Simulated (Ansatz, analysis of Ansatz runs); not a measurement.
# N3VH centre in diamond: local vibrational mode against experiment

Aim: the local vibrational mode of the N3VH centre in diamond, to be set beside the measurement. Set-up: PBE, 64-site cell, PBE lattice, 420 eV, k: the single point 1/4 1/4 1/4, anharmonic cut along the mode. The model is a cell of 64 host atoms with 1 site emptied, N put on another atom's site, N put on another atom's site, N put on another atom's site and H put in between. The frequencies come from force constants among the defect atom and its neighbours, with the masses of the isotopes named.

What was measured. C-H stretch, 1H: 3107 cm⁻¹, by FTIR absorption (quoted in “Hydrogen-related defects in diamond: A comparison between observed and calculated FTIR spectra”, 2024, M.C. Day et al., quoting earlier work (2014)). C-H bend, 1H: 1405 cm⁻¹, by FTIR absorption (quoted in “Hydrogen-related defects in diamond: A comparison between observed and calculated FTIR spectra”, 2024, M.C. Day et al., quoting earlier work (1991)).

Program: Ansatz 0.2.0. Level of theory: plane-wave PAW DFT, PBE; relaxation of all atoms of a defect supercell. Results are calculated unless marked as measured.

## 1. Starting point

The cell holds 64 atoms: 60 C, 3 N and 1 H. Its edges and angles: a = 7.143 Å, b = 7.143 Å, c = 7.143 Å, α = 90.0°, β = 90.0°, γ = 90.0°. It derives from C (space group Fd-3m). Nearest the centre at fractional (0.375, 0.375, 0.375): H64 at 0.45 Å, N4 at 1.55 Å, N41 at 1.55 Å, N26 at 1.55 Å, C48 at 1.55 Å, C14 at 2.53 Å, C13 at 2.53 Å, C5 at 2.53 Å.

The host's primitive cell comes from a first run (plane-wave PAW DFT, PBE; relaxation of the host's cell and atoms): vectors of 2.525, 2.525 and 2.525 Å. That is 5.69 Å³ an atom, 0.4 % over the diffraction cell's volume. The supercell is built on it.

## 2. Relaxation, charge 0

Every later number rests on the structure around the defect, so the atoms are relaxed at the host's lattice first.

Input file relax/input.yaml:

```yaml
relax:
  f_tol: 0.01
  max_steps: 80
  random_displacement: { amplitude: 0.02, seed: 680 }
crystal:
  lattice:
    - [7.14316351, 0.0, 0.0]
    - [0.0, 7.14316351, 0.0]
    - [0.0, 0.0, 7.14316351]
  atoms:
    - { symbol: C, position: [0.0, 0.0, 0.25] }
    - { symbol: C, position: [0.0, 0.25, 0.0] }
    - { symbol: C, position: [0.25, 0.0, 0.0] }
    - { symbol: "N", position: [0.25, 0.25, 0.25] }
    - { symbol: C, position: [0.125, 0.125, 0.375] }
    - { symbol: C, position: [0.125, 0.375, 0.125] }
    - { symbol: C, position: [0.375, 0.125, 0.125] }
    - { symbol: C, position: [0.0, 0.0, 0.75] }
    - { symbol: C, position: [0.0, 0.25, 0.5] }
    - { symbol: C, position: [0.25, 0.0, 0.5] }
    - { symbol: C, position: [0.25, 0.25, 0.75] }
    - { symbol: C, position: [0.125, 0.125, 0.875] }
    - { symbol: C, position: [0.125, 0.375, 0.625] }
    - { symbol: C, position: [0.375, 0.125, 0.625] }
    - { symbol: C, position: [0.375, 0.375, 0.875] }
    - { symbol: C, position: [0.0, 0.5, 0.25] }
    - { symbol: C, position: [0.0, 0.75, 0.0] }
    - { symbol: C, position: [0.25, 0.5, 0.0] }
    - { symbol: C, position: [0.25, 0.75, 0.25] }
    - { symbol: C, position: [0.125, 0.625, 0.375] }
    - { symbol: C, position: [0.125, 0.875, 0.125] }
    - { symbol: C, position: [0.375, 0.625, 0.125] }
    - { symbol: C, position: [0.375, 0.875, 0.375] }
    - { symbol: C, position: [0.0, 0.5, 0.75] }
    - { symbol: C, position: [0.0, 0.75, 0.5] }
    - { symbol: "N", position: [0.25, 0.5, 0.5] }
    - { symbol: C, position: [0.25, 0.75, 0.75] }
    - { symbol: C, position: [0.125, 0.625, 0.875] }
    - { symbol: C, position: [0.125, 0.875, 0.625] }
    - { symbol: C, position: [0.375, 0.625, 0.625] }
    - { symbol: C, position: [0.375, 0.875, 0.875] }
    - { symbol: C, position: [0.5, 0.0, 0.25] }
    - { symbol: C, position: [0.5, 0.25, 0.0] }
    - { symbol: C, position: [0.75, 0.0, 0.0] }
    - { symbol: C, position: [0.75, 0.25, 0.25] }
    - { symbol: C, position: [0.625, 0.125, 0.375] }
    - { symbol: C, position: [0.625, 0.375, 0.125] }
    - { symbol: C, position: [0.875, 0.125, 0.125] }
    - { symbol: C, position: [0.875, 0.375, 0.375] }
    - { symbol: C, position: [0.5, 0.0, 0.75] }
    - { symbol: "N", position: [0.5, 0.25, 0.5] }
    - { symbol: C, position: [0.75, 0.0, 0.5] }
    - { symbol: C, position: [0.75, 0.25, 0.75] }
    - { symbol: C, position: [0.625, 0.125, 0.875] }
    - { symbol: C, position: [0.625, 0.375, 0.625] }
    - { symbol: C, position: [0.875, 0.125, 0.625] }
    - { symbol: C, position: [0.875, 0.375, 0.875] }
    - { symbol: C, position: [0.5, 0.5, 0.25] }
    - { symbol: C, position: [0.5, 0.75, 0.0] }
    - { symbol: C, position: [0.75, 0.5, 0.0] }
    - { symbol: C, position: [0.75, 0.75, 0.25] }
    - { symbol: C, position: [0.625, 0.625, 0.375] }
    - { symbol: C, position: [0.625, 0.875, 0.125] }
    - { symbol: C, position: [0.875, 0.625, 0.125] }
    - { symbol: C, position: [0.875, 0.875, 0.375] }
    - { symbol: C, position: [0.5, 0.5, 0.75] }
    - { symbol: C, position: [0.5, 0.75, 0.5] }
    - { symbol: C, position: [0.75, 0.5, 0.5] }
    - { symbol: C, position: [0.75, 0.75, 0.75] }
    - { symbol: C, position: [0.625, 0.625, 0.875] }
    - { symbol: C, position: [0.625, 0.875, 0.625] }
    - { symbol: C, position: [0.875, 0.625, 0.625] }
    - { symbol: C, position: [0.875, 0.875, 0.875] }
    - { symbol: H, position: [0.410971, 0.410971, 0.339029] }
basis:
  ecutwfc: 420
  xc_grid: 2
hamiltonian:
  xc: pbe
kpoints:
  mp_grid: { grid: [1, 1, 1], shift: [0.25, 0.25, 0.25] }
scf:
  occupations: { method: fermi_dirac, width: 0.01 }
  max_iter: 120
output:
  forces: true
checkpoint:
  write: "../relax.run"
  compress: false
  write_wavefunctions: true
  write_every: 100000
```

The run is started by

```bash
$ ansatz run input.yaml --threads 2 --pin off --max-ram 3768MiB --backend cpu --events-out ev --progress --plain --runs-dir out
```

Numbers of over 12 decimals in the logs are rounded to 6 here.

Log:

```text
[... repeated set-up lines and file paths are left out, and long positions are rounded to six places ...]
Engine: ansatz 0.2.0, x86_64-unknown-linux-gnu
Pseudopotentials: kind: paw
Pseudopotential: C, paw, valence charge 4, recommended cutoff 420 eV (normal), C.paw.azcp
Pseudopotential: N, paw, valence charge 5, recommended cutoff 420 eV (normal), N.paw.azcp
Pseudopotential: H, paw, valence charge 1, recommended cutoff 420 eV (normal), H.paw.azcp
Functional definition: PBE
  parameter kappa = 0.804
  parameter beta = 0.066725
  exchange = pbe_x(kappa = kappa, mu = beta*pi^2/3)
  correlation = pbe_c(beta = beta)
Crystal: 64 atoms, lattice volume = 364.478 Å³
Basis set: ecut = 420 eV, 7123 PW (Γ), exchange–correlation on 96×96×96 points (8 copies of the dense FFT grid, shifted against one another)
Bands: 192, of which v1, the nominal top of the filled ones, is band 128 counted from 1 (127 counted from 0)
Symmetry: 1 space group operations
k-points: 1
Non-local potential: C, projectors of the file, l = 0: 2, l = 1: 2, l = 2: 1
Non-local potential: N, projectors of the file, l = 0: 2, l = 1: 2, l = 2: 1
Non-local potential: H, projectors of the file, l = 0: 2, l = 1: 1
PAW form: soft (Blöchl's): semilocal exchange-correlation on the pseudo side does not see the compensation charge
PAW one-centre angular grid: C, 110 points (default); XC on 64 Gauss nodes
PAW one-centre angular grid: N, 110 points (default); XC on 64 Gauss nodes
PAW one-centre angular grid: H, 110 points (default); XC on 64 Gauss nodes
Initial density: superposition of atomic densities (neutral atoms: chi_scale 0, normalization atom), corrected by the library's trained network
Initial wavefunctions: pseudopotential atomic-orbital guess
Functional: x = pbe(κ = 0.804, μ = 0.219515), c = pbe(β = 0.066725)
SCF iter   1: F=—  HF=-16211.387875 eV  |F-HF|=—  |Δ(HF+E_count)|=         —  Δρ=8.01e-3  dr2=4.22e-1  ethr=1.77e-3  ⟨swp⟩=5.0  Hψ=771  notcnv=0  defer=51
preconditioner: auto → Resta (q_TF=auto, 2.572 Å⁻¹)  ε∞=4.4  [insulator: Δε(μ)=4.709 eV  Ē_g=16.850 eV  σ=0.010 eV  W_gap=1.00  n_scr=92 (ndim 8)  ℏωp=31.1 eV  f_vac=0.000  D(μ)=0.00/eV (n_scr^D=0)  ε∞_Penn≈4.4]
SCF iter   2: F=—  HF=-16211.300580 eV  |F-HF|=—  |Δ(HF+E_count)|=   8.73e-2  Δρ=4.16e-3  dr2=5.23e-2  ethr=1.65e-4  ⟨swp⟩=2.0  Hψ=232  notcnv=0  defer=58
SCF iter   3: F=—  HF=-16211.289076 eV  |F-HF|=—  |Δ(HF+E_count)|=   1.15e-2  Δρ=1.44e-3  dr2=5.43e-3  ethr=2.04e-5  ⟨swp⟩=2.0  Hψ=215  notcnv=0  defer=58
SCF iter   4: F=—  HF=-16211.288301 eV  |F-HF|=—  |Δ(HF+E_count)|=   7.75e-4  Δρ=3.88e-4  dr2=3.47e-4  ethr=2.12e-6  ⟨swp⟩=2.0  Hψ=233  notcnv=0  defer=58
SCF iter   5: F=—  HF=-16211.290503 eV  |F-HF|=—  |Δ(HF+E_count)|=   2.20e-3  Δρ=9.61e-5  dr2=2.09e-5  ethr=1.35e-7  ⟨swp⟩=2.0  Hψ=261  notcnv=0  defer=58
SCF iter   6: F=—  HF=-16211.290512 eV  |F-HF|=—  |Δ(HF+E_count)|=   8.97e-6  Δρ=3.06e-5  dr2=2.77e-6  ethr=9.77e-10  ⟨swp⟩=5.0  Hψ=581  notcnv=0
SCF iter   7: F=-16211.290512 eV  HF=-16211.290512 eV  |F-HF|=2.93e-8  |Δ(HF+E_count)|=   5.86e-8  Δρ=6.53e-6  dr2=1.08e-7  ethr=9.77e-10  ⟨swp⟩=4.0  Hψ=462  notcnv=0
SCF 1 converged in 7 iterations: F = -16211.290512 eV  dr2 = 1.08e-7
  greatest PAW one-centre occupation: 0.792 electrons in one spin orbital (limit 2), on the N atom at site 25 (counted from 0), in its partial waves of l = 0
relax step   1: F+E_penalty+E_count = -16211.29051170 eV  Δ(F+E_penalty+E_count) = +0.000e0 eV  max|allowed force component| = 2.502e0 eV/Å  Δτ_max = 0.0000 Å  (7 SCF iters, dr2 threshold 2.50e-6 eV, accepted)
[... the SCF cycles and remarks between the steps are left out from here to the last step ...]
relax step   2: F+E_penalty+E_count = -16212.47795190 eV  Δ(F+E_penalty+E_count) = -1.187e0 eV  max|allowed force component| = 1.181e0 eV/Å  Δτ_max = 0.1083 Å  (5 SCF iters, dr2 threshold 1.00e-4 eV, accepted)
relax step   3: F+E_penalty+E_count = -16212.83188191 eV  Δ(F+E_penalty+E_count) = -3.539e-1 eV  max|allowed force component| = 2.239e-1 eV/Å  Δτ_max = 0.0452 Å  (5 SCF iters, dr2 threshold 8.71e-5 eV, accepted)
relax step   4: F+E_penalty+E_count = -16212.83340637 eV  Δ(F+E_penalty+E_count) = -1.524e-3 eV  max|allowed force component| = 2.408e-1 eV/Å  Δτ_max = 0.0129 Å  (5 SCF iters, dr2 threshold 3.13e-6 eV, accepted)
relax step   5: F+E_penalty+E_count = -16212.84505689 eV  Δ(F+E_penalty+E_count) = -1.165e-2 eV  max|allowed force component| = 2.914e-2 eV/Å  Δτ_max = 0.0066 Å  (4 SCF iters, dr2 threshold 3.62e-6 eV, accepted)
SCF iter   1: F=—  HF=-16212.842886 eV  |F-HF|=—  |Δ(HF+E_count)|=         —  Δρ=1.77e-4  dr2=6.28e-5  ethr=2.21e-7  ⟨swp⟩=4.0  Hψ=447  notcnv=0  defer=58
SCF iter   2: F=—  HF=-16212.845259 eV  |F-HF|=—  |Δ(HF+E_count)|=   2.37e-3  Δρ=8.78e-5  dr2=1.30e-5  ethr=2.45e-8  ⟨swp⟩=3.0  Hψ=324  notcnv=0  defer=58
SCF iter   3: F=—  HF=-16212.845256 eV  |F-HF|=—  |Δ(HF+E_count)|=   2.73e-6  Δρ=1.30e-5  dr2=3.43e-7  ethr=5.09e-9  ⟨swp⟩=2.0  Hψ=231  notcnv=0  defer=58
SCF iter   4: F=-16212.845256 eV  HF=-16212.845256 eV  |F-HF|=1.14e-9  |Δ(HF+E_count)|=   7.01e-9  Δρ=3.21e-6  dr2=2.34e-8  ethr=3.91e-11  ⟨swp⟩=4.0  Hψ=555  notcnv=0
SCF 6 converged in 4 iterations: F = -16212.845256 eV  dr2 = 2.34e-8
relax step   6: F+E_penalty+E_count = -16212.84525600 eV  Δ(F+E_penalty+E_count) = -1.991e-4 eV  max|allowed force component| = 6.645e-3 eV/Å  Δτ_max = 0.0021 Å  (4 SCF iters, accepted)
NSCF: frozen V_eff on 1 k-points
the band table was solved once a step of the walk had ended and its energy, with any forces and stress, was formed, with the checks that follow a solve (923 applications of the Hamiltonian). They found nothing against the state; [...]
SCF converged after 4 iterations
Free energy (F): -16212.845256 eV
Harris-Foulkes:  -16212.845256 eV  (|F-HF|=1.14e-9)
Internal energy: -16212.845256 eV  (E = F + TS)
E sigma→0 (E₀):  -16212.845256 eV
Fermi energy:    15.429633 eV
--- Per-component energies (eV) ---
  E_band       = 1020.085888
  E_kinetic    = 5935.983082
  E_local      = -4279.781923  (includes V_loc(G=0)·N_el)
  E_nonlocal   = 1735.345969
  E_hartree    = 974.699258
  E_xc         = -3107.773208
  E_vxc        = -3863.884532  (∫ρ·V_xc dr)
  E_paw        = -6335.139507  (= ΣΔE_a)
  E_vpaw       = -456.974398  (= ΣTr[D̂ρ^β])
  E_aug_tail   = -0.000515  (compensation charges beyond the density's cutoff)
  E_ewald      = -11136.178411
  E_smearing   = -0.000000  (= −TS)
  E_closure    = -0.000000  (closes the sum)
  Σ components = -16212.845256   (vs F -16212.845256, Δ=0.00e0)
--- Forces (eV/Å), atoms counted from 1 ---
  atom   1  C      0.00001545     0.00269601    -0.00147946
  atom   2  C     -0.00000147     0.00124462     0.00060101
  [... 1 atom left out ...]
  atom   4  N     -0.00019839     0.00008514     0.00036189
  atom   5  C     -0.00089457    -0.00202919     0.00046966
  atom   6  C     -0.00187467    -0.00021117    -0.00151116
  atom   7  C      0.00008168     0.00130512    -0.00211591
  [... 5 atoms left out ...]
  atom  13  C     -0.00025263    -0.00050541     0.00318447
  atom  14  C      0.00134932     0.00124639    -0.00070811
  [... 11 atoms left out ...]
  atom  26  N     -0.00206328    -0.00112012    -0.00148853
  [... 14 atoms left out ...]
  atom  41  N     -0.00034786    -0.00254358     0.00007880
  [... 6 atoms left out ...]
  atom  48  C     -0.00306838     0.00388166    -0.00664363
  [... 15 atoms left out ...]
  atom  64  H      0.00341770    -0.00167060     0.00441408
  max |Σ_I F_I| component: 7.99e-5 eV/Å
--- Band table (eV) ---
  k-point 0: bands = ["-8.3277", "-7.4296", "-7.4110", "-6.9546", [... 184 left out ...] "22.8981", "22.9719", "23.2449", "23.5250"]
--- Relaxed structure (6 steps of the walk, 6 accepted, 0 SCFs on fresh bases) ---
  F+E_penalty+E_count = -16212.84525600 eV   max|allowed force component| = 6.645e-3 eV/Å
  atoms:
    - { symbol: C, position: [-0.001380, -0.001092, 0.250022] }
    - { symbol: C, position: [-0.001345, 0.250005, -0.001165] }
    [... 1 atom left out ...]
    - { symbol: N, position: [0.239724, 0.240012, 0.240059] }
    - { symbol: C, position: [0.126122, 0.126418, 0.369654] }
    - { symbol: C, position: [0.125594, 0.370018, 0.125725] }
    - { symbol: C, position: [0.369726, 0.125872, 0.125727] }
    [... 5 atoms left out ...]
    - { symbol: C, position: [0.125729, 0.380297, 0.623967] }
    - { symbol: C, position: [0.379995, 0.126021, 0.623977] }
    [... 11 atoms left out ...]
    - { symbol: N, position: [0.239326, 0.510404, 0.510029] }
    [... 14 atoms left out ...]
    - { symbol: N, position: [0.510100, 0.239627, 0.510024] }
    [... 6 atoms left out ...]
    - { symbol: C, position: [0.506757, 0.507040, 0.242504] }
    [... 15 atoms left out ...]
    - { symbol: H, position: [0.419169, 0.419583, 0.328346] }
```

Wall time 14 s (2 threads of Intel Xeon 6975P-C (Granite Rapids), shared host); peak memory 0.77 GiB.

Step by step:

| step | energy less that of the first step (eV) | largest force component (eV/Å) |
| --- | --- | --- |
| 1 | 0.0000 | 2.5018 |
| 2 | -1.1874 | 1.1805 |
| 3 | -1.5414 | 0.2239 |
| 4 | -1.5429 | 0.2408 |
| 5 | -1.5545 | 0.0291 |
| 6 | -1.5547 | 0.0066 |

The atoms that moved most (Å, from the sites as typed, ahead of the random displacement):

```csv
atom,dx,dy,dz,length
N26,-0.075,0.073,0.073,0.128
N41,0.073,-0.075,0.073,0.128
N4,-0.072,-0.072,-0.070,0.124
H64,0.060,0.061,-0.075,0.114
C48,0.049,0.049,-0.052,0.087
C5,0.009,0.009,-0.037,0.039
C13,0.006,0.037,-0.006,0.038
C14,0.037,0.006,-0.006,0.038
```

Neighbours of the ideal centre at the end:

| atom | distance (Å) |
| --- | --- |
| H64 | 0.559 |
| C48 | 1.634 |
| N4 | 1.671 |
| N41 | 1.672 |
| N26 | 1.675 |
| C5 | 2.513 |
| C14 | 2.515 |
| C13 | 2.517 |
| C7 | 2.518 |
| C6 | 2.519 |
| C45 | 2.520 |
| C36 | 2.520 |
| C30 | 2.521 |
| C20 | 2.523 |
| C52 | 2.532 |
| C37 | 2.534 |

Neighbours of the added atoms: H64: C48 1.08, N4 1.92, N26 1.94 Å.

Read from the output:

```yaml
free_energy: -16212.8453 eV
```

The relaxation ends 24 meV an atom lower than the displaced start, with a largest force component of 0.0066 eV/Å.

(Part 1 of 2 ends here.)

[Logs are printed without paths, hosts, clocks, repeated set-up lines and the standing remarks that a program may print on its own settings, such as how far it seeks lower states.]

[Hosts, paths, dates, database ids (printed as entryN), source tags and the programs' standing remarks are cut or masked in the printed files.]

[For some hosts the program warned that the k-mesh of the response run may be too coarse for force constants and the static dielectric constant; such warnings are not shown here.]
